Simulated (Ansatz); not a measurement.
# ScB3 (built on the sites of a database entry of ScGa3): phonons and vibrational spectra

The cell of ScB3 (built on the sites of a database entry of ScGa3) is at rest. What are its phonons? After the zone centre comes a 4×4×4 q mesh on a 12×12×12 k mesh.

Method: DFT LDA, scalar-relativistic, plane waves, norm-conserving pseudopotentials, in Ansatz 0.2.0.

The structure was built from a prototype and need not be the compound's stable phase.

## (1) Starting point

Symmetry: Pm-3m, No. 221, cubic system. The conventional cell has a = 3.264 Å, b = 3.264 Å, c = 3.264 Å, α = 90.00°, β = 90.00°, γ = 90.00°. Nearest to Sc lie 12 B at 2.31 Å. Nearest to B lie 4 Sc at 2.31 Å and 8 B at 2.31 Å. Farther neighbours are not listed.

## (2) Modes at Γ

The cell comes from relaxations at this level that are not shown. The zone centre comes first: it holds the modes that light can see, as far as symmetry allows. No field response is asked, since the mesh shows no gap.

input.yaml reads:

```yaml
crystal:
  lattice:
    - [3.264037933, 0.0, 0.0]
    - [0.0, 3.264037933, 0.0]
    - [0.0, 0.0, 3.264037933]
  atoms:
    - { symbol: Sc, position: [0.0, 0.0, 0.0] }
    - { symbol: B, position: [0.0, 0.5, 0.5] }
    - { symbol: B, position: [0.5, 0.0, 0.5] }
    - { symbol: B, position: [0.5, 0.5, 0.0] }
kpoints:
  mp_grid: { grid: [12, 12, 12] }
hamiltonian:
  xc: lda
  pseudopotentials: { kind: nc }
scf:
  occupations: { method: methfessel_paxton, width: 0.15 }
output:
  eigenvalues: true
phonons:
  method: dfpt
```

Launch:

```
$ ansatz run input.yaml --threads 4 --pin off --max-ram 7168MiB --backend cpu --events-out ev --progress --plain --runs-dir out
```

The log of the run:

```text
zone centre: on kpoints.mp_grid the ground state, and the responses unless they are solved on pairs of k-points, stand on 343 of the mesh's 1728 k-points, reduced under 8 symmetry operations, with k and −k counted as one. Each operation leaves every solved displacement unchanged or reverses it
Engine: ansatz 0.2.0, aarch64-unknown-linux-gnu
Pseudopotentials: kind: nc
Pseudopotential: Sc, nc, valence charge 11, recommended cutoff 1061.244064 eV (normal), Sc.nc.azcp (PseudoDojo's, or run here from an input of PseudoDojo's: the run reads no file of this project's for it)
Pseudopotential: B, nc, valence charge 3, recommended cutoff 1034.032677 eV (normal), B.nc.azcp (PseudoDojo's, or run here from an input of PseudoDojo's: the run reads no file of this project's for it)
Functional definition: SPW92
  exchange = slater_x
  correlation = pw_c
Crystal: 4 atoms, lattice volume = 34.775 Å³
Basis set: ecut = 1061.244064 eV, 2777 PW (Γ), exchange–correlation on 72×72×72 points (8 copies of the dense FFT grid, shifted against one another)
Bands: 14, of which v1, the nominal top of the filled ones, is band 10 counted from 1 (9 counted from 0)
Symmetry: 48 space group operations
k-points: 343 of 1728 (irreducible under 8 space group operations)
Non-local potential: Sc, projectors of the file, l = 0: 2, l = 1: 2, l = 2: 2
Non-local potential: B, projectors of the file, l = 0: 2, l = 1: 2
Initial density: superposition of atomic densities (chi_scale 0.1, normalization cell, long waves kept (reshape's long-wave potential 0.00 eV rms))
Initial wavefunctions: pseudopotential atomic-orbital guess
Functional: x = slater, c = lda
SCF iter   1: F=—  HF=-1556.074016 eV  |F-HF|=—  |Δ(HF+E_count)|=         —  Δρ=4.73e-2  dr2=1.25e0  ethr=3.10e-3  ⟨swp⟩=5.3  Hψ=23602  notcnv=0
preconditioner: auto → none  [metal: Δε(μ)=0.076 eV  Ē_g=8.037 eV  σ=0.150 eV  W_gap=0.41  n_scr=6 (ndim 8)  ℏωp=21.8 eV  f_vac=0.000  D(μ)=0.51/eV (n_scr^D=0)  sad-step TF]
SCF iter   2: F=—  HF=-1555.806420 eV  |F-HF|=—  |Δ(HF+E_count)|=   2.68e-1  S|Δr|=    0.00e0  Δρ=2.43e-2  dr2=3.16e-1  ethr=3.10e-3  ⟨swp⟩=2.0  Hψ=8663  notcnv=0  defer=27
SCF iter   3: F=—  HF=-1555.706329 eV  |F-HF|=—  |Δ(HF+E_count)|=   1.00e-1  S|Δr|=    0.00e0  Δρ=1.00e-2  dr2=4.18e-2  ethr=1.58e-3  ⟨swp⟩=2.0  Hψ=8219  notcnv=0  defer=27
SCF iter   4: F=—  HF=-1555.693867 eV  |F-HF|=—  |Δ(HF+E_count)|=   1.25e-2  S|Δr|=    0.00e0  Δρ=1.18e-3  dr2=1.73e-4  ethr=2.09e-4  ⟨swp⟩=2.1  Hψ=8637  notcnv=0  defer=18
SCF iter   5: F=—  HF=-1555.693916 eV  |F-HF|=—  |Δ(HF+E_count)|=   4.91e-5  S|Δr|=    0.00e0  Δρ=2.71e-4  dr2=3.38e-5  ethr=8.64e-7  ⟨swp⟩=2.3  Hψ=7530  notcnv=0  defer=18
SCF iter   6: F=—  HF=-1555.693907 eV  |F-HF|=—  |Δ(HF+E_count)|=   9.74e-6  S|Δr|=    0.00e0  Δρ=5.00e-5  dr2=1.03e-6  ethr=1.69e-7  ⟨swp⟩=2.2  Hψ=6501  notcnv=0  defer=18
SCF iter   7: F=—  HF=-1555.693906 eV  |F-HF|=—  |Δ(HF+E_count)|=   7.18e-7  S|Δr|=    0.00e0  Δρ=3.47e-6  dr2=3.44e-9  ethr=5.15e-9  ⟨swp⟩=2.5  Hψ=7687  notcnv=0  defer=18
SCF iter   8: F=—  HF=-1555.693906 eV  |F-HF|=—  |Δ(HF+E_count)|=   2.33e-9  S|Δr|=    0.00e0  Δρ=4.90e-7  dr2=3.00e-11  ethr=1.72e-11  ⟨swp⟩=2.3  Hψ=8600  notcnv=0  defer=18
SCF iter   9: F=-1555.693906 eV  HF=-1555.693906 eV  |F-HF|=2.27e-13  |Δ(HF+E_count)|=  3.41e-12  S|Δr|=    0.00e0  Δρ=1.64e-8  dr2=1.61e-14  ethr=1.00e-12  ⟨swp⟩=7.7  Hψ=25585  notcnv=0
SCF 1 converged in 9 iterations: F = -1555.693906 eV  dr2 = 1.61e-14
DFPT response loops at Γ: preconditioner auto → Kerker (q_TF=auto, 2.488 Å⁻¹) (partly filled bands, converged f_vac=0.000); β = 1.00, the filter's whole step (`scf.mixing.beta` (0.50) is not read by the response loops under this deck's `scf.mixing.preconditioner`; to damp them name `kerker` or `kerker_dos`, under which they read `scf.mixing.beta`, and type it under 1.00, their step now; both keys bind the ground state too); Broyden in place of MSR1
SCF converged after 9 iterations
Stability not checked: this state was not tested for a lower state beside it, because cold or Methfessel-Paxton smearing, or corrected tetrahedra, fill the levels in a way that the test cannot read (fill_not_monotonic; see scf.lower_state_search)
Free energy (F): -1555.693906 eV
Harris-Foulkes:  -1555.693906 eV  (|F-HF|=2.27e-13)
Internal energy: -1555.694673 eV  (E = F + TS)
E sigma→0 (E₀):  -1555.694098 eV
Entropy (-TS):   0.000767 eV (0.192 meV/atom)
Fermi energy:    12.899763 eV
--- Per-component energies (eV) ---
  E_band       = -49.882578
  E_kinetic    = 650.535347
  E_local      = -979.281434  (includes V_loc(G=0)·N_el)
  E_nonlocal   = 63.841437
  E_hartree    = 279.561180
  E_xc         = -320.288891
  E_vxc        = -344.100286  (∫ρ·V_xc dr)
  E_ewald      = -1250.062312
  E_smearing   = 0.000767  (= −TS)
  E_closure    = -0.000000  (closes the sum)
  Σ components = -1555.693906   (vs F -1555.693906, Δ=0.00e0)
--- Band table (eV; the first three rows and the last of 343) ---
  k-point 0: bands = [... 6 lower, 9.6634, 10.1537, 10.1537, 10.1537, 16.6930, 16.6930, 16.6930, 17.0530]
  k-point 1: bands = [... 6 lower, 9.7074, 10.1409, 10.1409, 10.9678, 15.8945, 15.8945, 16.7149, 16.7528]
  k-point 2: bands = [... 6 lower, 9.8350, 10.0969, 10.0969, 11.9798, 15.1773, 15.1773, 16.0763, 16.7754]
  k-point 342: bands = [... 6 lower, 6.6550, 6.6550, 9.5931, 9.5931, 9.5931, 18.4201, 18.4201, 20.9859]
--- Phonons (Γ-DFPT): 3 representative perturbations + reference, on 343 of 1728 k-points (Σ response iterations 10) ---
  k mesh reduced under 8 symmetry operations, with k and −k counted as one. Each operation leaves every solved displacement unchanged or reverses it
  ASR residual: 3.519e-5 → 0.000e0 eV/Å²; symmetrization residual: 1.529e-6 eV/Å²
  ASR residual per site (eV/Å²): 3.52e-5 6.87e-6 6.87e-6 6.87e-6
  Γ frequencies (cm⁻¹): -404.16 -404.16 -404.16 0.00 0.00 0.00 399.43 399.43 399.43 643.97 643.97 643.97
  non-analytic LO–TO correction: not included (Born effective charges unavailable; polar crystals: no LO–TO splitting at Γ)
```

Run time: 51 s. Hardware: 4 threads of Arm Neoverse V1, shared host; peak memory 1.8 GiB.

The column dr2 measures how far the density is from self-consistency, as an energy; F and HF (Harris–Foulkes) agree once it is small.

Numbers from this step:

- volume per atom: 8.694 Å³
- gap on the k-mesh: 0 eV
- sum-rule residual before enforcement: 3.52e-5 eV/Å²
- point group: m-3m
- highest optical mode at the zone centre (no LO-TO term): 644.0 cm⁻¹
- lowest optical zone-centre mode: -404.2 cm⁻¹

Patterns of degenerate modes are one choice out of their space. Modes at Γ, with each element's share of the kinetic energy (negative means imaginary):

```csv
mode,frequency (cm⁻¹),symmetry,Sc %,B %
1,-404.2,T1u,3,97
2,-404.2,T1u,3,97
3,-404.2,T1u,3,97
4,0.0,acoustic,58,42
5,0.0,acoustic,58,42
6,0.0,acoustic,58,42
7,399.4,T2u,0,100
8,399.4,T2u,0,100
9,399.4,T2u,0,100
10,644.0,T1u,39,61
11,644.0,T1u,39,61
12,644.0,T1u,39,61
```

Displacements in mode 1 (-404.2 cm⁻¹), the largest set to 1:
```
Sc1  0.00  0.00 -0.10
B2   0.00  0.00 -0.30
B3   0.00  0.01 -0.30
B4   0.00  0.00  1.00
```

Displacements in mode 10 (644.0 cm⁻¹), the largest set to 1:
```
Sc1  0.57  0.00  0.00
B2  -0.36  0.00  0.00
B3  -1.00  0.00  0.00
B4  -1.00  0.00  0.00
```

Before it was imposed, the acoustic sum rule was missed by 3.5e-5 eV/Å². Small misses are needed for a sound result but don't prove that mesh and cutoff are converged. The lowest optical mode is imaginary, 404.2i cm⁻¹, so the energy falls along it.

## (3) Phonons on a q mesh

Stability and thermal properties need the whole zone. Linear response on a 4×4×4 q mesh gives force constants as far as a supercell of that size would.

Edit input.yaml of step 2 so:

```diff
@@ -21 +21,8 @@
   method: dfpt
+  qmesh: [4, 4, 4]
+  temperatures: { t_max: 1000, t_step: 50 }
+  qpath:
+    path:
+      - [[0.0, 0.0, 0.0], [0.0, 0.5, 0.0], [0.5, 0.5, 0.0], [0.0, 0.0, 0.0], [0.5, 0.5, 0.5], [0.0, 0.5, 0.0]]
+      - [[0.5, 0.5, 0.5], [0.5, 0.5, 0.0]]
+    npoints: 10
```

The log of the run:

```text
[...]
Crystal: 4 atoms, lattice volume = 34.775 Å³
Basis set: ecut = 1061.244064 eV, 2777 PW (Γ), exchange–correlation on 72×72×72 points (8 copies of the dense FFT grid, shifted against one another)
Bands: 14, of which v1, the nominal top of the filled ones, is band 10 counted from 1 (9 counted from 0)
Symmetry: 48 space group operations
k-points: 84 of 1728
[...]
SCF iter   1: F=—  HF=-1556.074095 eV  |F-HF|=—  |Δ(HF+E_count)|=         —  Δρ=4.73e-2  dr2=1.25e0  ethr=3.10e-3  ⟨swp⟩=5.2  Hψ=5771  notcnv=0
[...]
SCF iter   9: F=-1555.693906 eV  HF=-1555.693906 eV  |F-HF|=2.27e-13  |Δ(HF+E_count)|=  9.32e-12  S|Δr|=    0.00e0  Δρ=2.63e-8  dr2=4.72e-14  ethr=1.00e-12  ⟨swp⟩=7.7  Hψ=6318  notcnv=0
SCF 1 converged in 9 iterations: F = -1555.693906 eV  dr2 = 4.72e-14
[...]
iter 1 solved again at ethr=5.21e-8 eV; its pass at ethr=3.10e-3 eV (dr2=1.04e-5 eV) is discarded
SCF iter   1: F=—  HF=-1555.693905 eV  |F-HF|=—  |Δ(HF+E_count)|=         —  Δρ=3.63e-7  dr2=2.15e-11  ethr=5.21e-8  ⟨swp⟩=4.1  Hψ=10123  notcnv=0
eigensolver tolerance schedule: the retry pair's looser diagonalisation over-reported the residual by 485060.67 of it (diagonalisation noise at an unbounded share of the residual, at the tolerance the schedule requests for it); recorded, not acted on — ethr = c·dr2/N_el stays at c = 1.0e-1
[...]
SCF iter   2: F=—  HF=-1555.693906 eV  |F-HF|=—  |Δ(HF+E_count)|=   8.93e-7  S|Δr|=    0.00e0  Δρ=2.16e-7  dr2=1.78e-11  ethr=1.00e-12  ⟨swp⟩=3.9  Hψ=3222  notcnv=0
SCF iter   3: F=-1555.693906 eV  HF=-1555.693906 eV  |F-HF|=1.36e-12  |Δ(HF+E_count)|=  4.55e-12  S|Δr|=    0.00e0  Δρ=1.24e-7  dr2=3.11e-12  ethr=1.00e-12  ⟨swp⟩=3.0  Hψ=4258  notcnv=0
SCF 2 converged in 3 iterations: F = -1555.693906 eV  dr2 = 3.11e-12
phonons: the bands overlap, so this run is a metal and interpolates without the dipole-dipole term. If the crystal is really an insulator or semiconductor, its LO-TO splitting is missing
NSCF: frozen V_eff on 84 k-points
[...]
DFPT response loops at q = (0, 0, 0) (fractional): preconditioner auto → Kerker (q_TF=auto, 2.488 Å⁻¹) (partly filled bands, converged f_vac=0.000); β = 1.00, the filter's whole step (`scf.mixing.beta` (0.50) is not read by the response loops under this deck's `scf.mixing.preconditioner`; to damp them name `kerker` or `kerker_dos`, under which they read `scf.mixing.beta`, and type it under 1.00, their step now; both keys bind the ground state too); Broyden in place of MSR1
[...]
phonons.qmesh, q = [0.2500, 0.2500, 0.2500]: its response loops start from zero, take more passes and end by a threshold: the memory limit or budget leaves too little room for the subspace of the ground state's own states beside the solves, or none could be made (phonons.method)
[...]
SCF converged after 9 iterations
[...]
Free energy (F): -1555.693906 eV
[...]
Internal energy: -1555.694673 eV  (E = F + TS)
E sigma→0 (E₀):  -1555.694098 eV
Entropy (-TS):   0.000767 eV (0.192 meV/atom)
Fermi energy:    12.899763 eV
[...]
--- Band table (eV; the first three rows and the last of 84) ---
  k-point 0: bands = [... 6 lower, 9.6634, 10.1537, 10.1537, 10.1537, 16.6930, 16.6930, 16.6930, 17.0530]
  k-point 1: bands = [... 6 lower, 9.7074, 10.1409, 10.1409, 10.9678, 15.8945, 15.8945, 16.7149, 16.7528]
  k-point 2: bands = [... 6 lower, 9.8350, 10.0969, 10.0969, 11.9798, 15.1773, 15.1773, 16.0763, 16.7754]
  k-point 83: bands = [... 6 lower, 6.6550, 6.6550, 9.5931, 9.5931, 9.5931, 18.4201, 18.4201, 20.9859]
--- Phonons (Γ-DFPT): 3 representative perturbations + reference (Σ response iterations 9) ---
  ASR residual: 4.668e-5 → 0.000e0 eV/Å²; symmetrization residual: 5.297e-7 eV/Å²
  ASR residual per site (eV/Å²): 4.67e-5 1.81e-6 1.81e-6 1.81e-6
[...]
--- Phonons (arbitrary-q DFPT): 10 irreducible q on the 4×4×4 mesh ---
  q = [0.0000, 0.0000, 0.0000] (star 1, of the zone-centre solve; hermiticity 4.13e-8, symmetrization 2.03e-15): -404.16 -404.16 -404.16 -0.00 0.00 0.00 399.43 399.43 399.43 643.97 643.97 643.97
  q = [0.0000, 0.0000, 0.2500] (star 6, 7 solved perturbations in 3612 linear systems a pass and spin channel, the states on 588 of 1728 k-point pairs; hermiticity 3.74e-8, symmetrization 4.59e-14, the responses' own estimated error 3.0e-5 eV/Å²): -361.74 -361.74 -328.15 142.05 142.05 272.34 416.85 416.85 482.46 617.59 617.59 621.92
[...]
q = [0.0000, 0.2500, -0.5000] (star 12, 12 solved perturbations on 588 of 1728 k-point pairs; hermiticity 1.53e-8, symmetrization 1.11e-8, the responses' own estimated error 2.8e-5 eV/Å²): -326.53 -312.26 -101.27 286.54 296.25 354.61 428.17 463.53 545.76 561.47 565.21 612.61
[...]
sum rule: each row above includes the acoustic sum rule's correction from the zone centre's row sums; it moved no ω² by more than (0.53 cm⁻¹)²
  mesh force constants: q→R imaginary residual 1.30e-18; ASR residual 4.668e-5 → 0.000e0 eV/Å²; symmetrization residual 7.105e-15 eV/Å²
  interpolated dispersion: 62 rows × 12 modes
  density of states and harmonic sums: on the 20×20×20 q-mesh, interpolated from the force constants of a 4×4×4 supercell (no non-analytic term)
  largest difference from the sums on the solved wave vectors: F 1.04e-2 eV, S 1.48e-5 and C_V 4.50e-6 eV/K
  zero-point energy: 0.249211 eV/cell   skipped modes (ω ≤ 0): 841, of them read as no rigid motion or as one in doubt: 838 (2.949e0 modes/cell left out, lowest -529.29 cm⁻¹)   left out of the sums: 2.46e-1 of the cell's modes: C_V's classical limit lies that fraction below 3 k_B per atom; for a crystal, a wire or a layer, F and S can be off by more, and a phonons.interpolated_qmesh denser along its periods is the remedy for the sampling
```

Elapsed: 21 min, on 4 threads; peak memory 4.5 GiB.

This step gave:

* sum-rule residual before enforcement: 4.67e-5 eV/Å²
* lowest frequency on the path: -529.3 cm⁻¹
* highest frequency on the path or at a solved wavevector: 644.7 cm⁻¹
* lowest mode on the q mesh (acoustic modes at Γ apart): -529.3 cm⁻¹

Frequencies (cm⁻¹) solved at each irreducible wavevector; negative means imaginary. Frequencies by wavevector, by row:

| q in reciprocal lattice units | star | mode 1 | mode 2 | mode 3 | mode 4 | mode 10 | mode 11 | mode 12 |
| --- | --- | --- | --- | --- | --- | --- | --- | --- |
| 0 0 0 | 1 | -404.2 | -404.2 | -404.2 | 0 | 644 | 644 | 644 |
| 0 0 0.25 | 6 | -361.7 | -361.7 | -328.1 | 142.1 | 617.6 | 617.6 | 621.9 |
| 0 0 -0.5 | 3 | -266.4 | -266.4 | -154.6 | 212.4 | 543.1 | 577 | 577 |
| 0 0.25 0.25 | 12 | -361.2 | -339.1 | -252.7 | 216.9 | 535.9 | 592.1 | 633.4 |
| 0 0.25 -0.5 | 12 | -326.5 | -312.3 | -101.3 | 286.5 | 561.5 | 565.2 | 612.6 |
| 0 -0.5 -0.5 | 3 | -436.1 | -270.8 | 122.9 | 320.6 | 591.9 | 619.7 | 619.7 |
| 0.25 0.25 0.25 | 8 | -412.4 | -258.8 | -258.8 | 210.3 | 569.7 | 622.8 | 622.8 |
| 0.25 0.25 -0.5 | 12 | -426 | -253.3 | -230.8 | 188.2 | 574.9 | 605.4 | 608.3 |
| 0.25 -0.5 -0.5 | 6 | -477.8 | -284.8 | -166.1 | 176.4 | 615.7 | 621.7 | 621.7 |
| -0.5 -0.5 -0.5 | 1 | -529.3 | -290.5 | -290.5 | 52.5 | 634.3 | 634.3 | 634.3 |

(Part 1 of 2 ends here.)

[Logs are printed without paths, hosts, clocks, repeated set-up lines and the standing remarks that a program may print on its own settings, such as how far it seeks lower states.]

[Hosts, paths, dates, database ids (printed as entryN), source tags and the programs' standing remarks are cut or masked in the printed files.]
